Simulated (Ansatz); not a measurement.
Entries from a set of simulations; values are calculated unless marked as measured.

### SnO2 (Pnnm): band gap by G0W0 on HSE06

Symmetry: Pnnm, No. 58, orthorhombic system. Conventional cell: a = 4.788 Å, b = 4.867 Å, c = 3.241 Å, α = 90.00°, β = 90.00°, γ = 90.00°. Nearest to Sn lie 6 O at 2.09 to 2.10 Å. Nearest to O lie 3 Sn at 2.09 to 2.10 Å. Farther neighbours and most contacts between anions are not listed.

```yaml
method: G0W0 on HSE06, plane waves, PAW; PAW set soft_1 (and 1 further level or step)
program: Ansatz 0.2.0
settings_of_one_run: cutoff 420 eV, 4×4×6 k-mesh, PAW set soft 1, empty bands 277, screening cutoff 138 eV, screening contour deformation, QP bands (v2, c2)
cost: 2 runs, 2.4 min in all on 1 × NVIDIA H100 80GB HBM3 (shared by 6 runs) with 2 threads of AMD EPYC 7R13 (Zen 3), shared host (the runs of this entry)
notes: In doubt: masses and optical values from hybrid runs of this build are listed as unsure (in some of the runs), which bears on the screening that GW takes from such a start. The cell and positions are those that the Materials Project relaxed with its own functionals (PBE, PBE+U or r2SCAN), kept fixed. This is not the form that SnO2 usually takes at ambient conditions. Limits: no spin-orbit coupling.
hse06_gap_over_mesh_and_listed_points: 2.426 eV, direct, at k = Γ
g0w0_hse06_gap_over_15_of_36_irreducible_mesh_points: 2.958 eV, direct, at k = Γ
gw_settings: 4×4×6 mesh, 277 empty bands, screening to 138 eV, PAW set soft_1 files
known_limits: finite bands, screening cutoff and k mesh; no spin-orbit coupling in G0W0
```

Over 15 of 36 irreducible mesh points the G0W0 gap is 2.958 eV, direct, at k = Γ. The HSE06 gap of this run on the mesh is 2.425 eV. The two states that bound the G0W0 gap lie that far apart at the start, so the correction of the gap is 2.958 − 2.425 = +0.533 eV. The valence state moves by 7.396 − 7.373 = +0.023 eV and the conduction state by 10.354 − 9.797 = +0.557 eV, on the run's own scale; how far single levels stand from their limit in bands is not shown.

[Paths, hosts, dates, memory and timing lines, banners, echoed tables and standing remarks are left out of the program output.]

[Logs are printed without paths, hosts, clocks, repeated set-up lines and the standing remarks that a program may print on its own settings, such as how far it seeks lower states.]

[Runs of the session that timed out or met a known fault of the program may be left out.]

[Cells called generated may have been cut or substituted from an entry of the Crystallography Open Database or the Materials Project.]

[Hosts, paths, dates, database ids (printed as entryN), source tags and the programs' standing remarks are cut or masked in the printed files.]
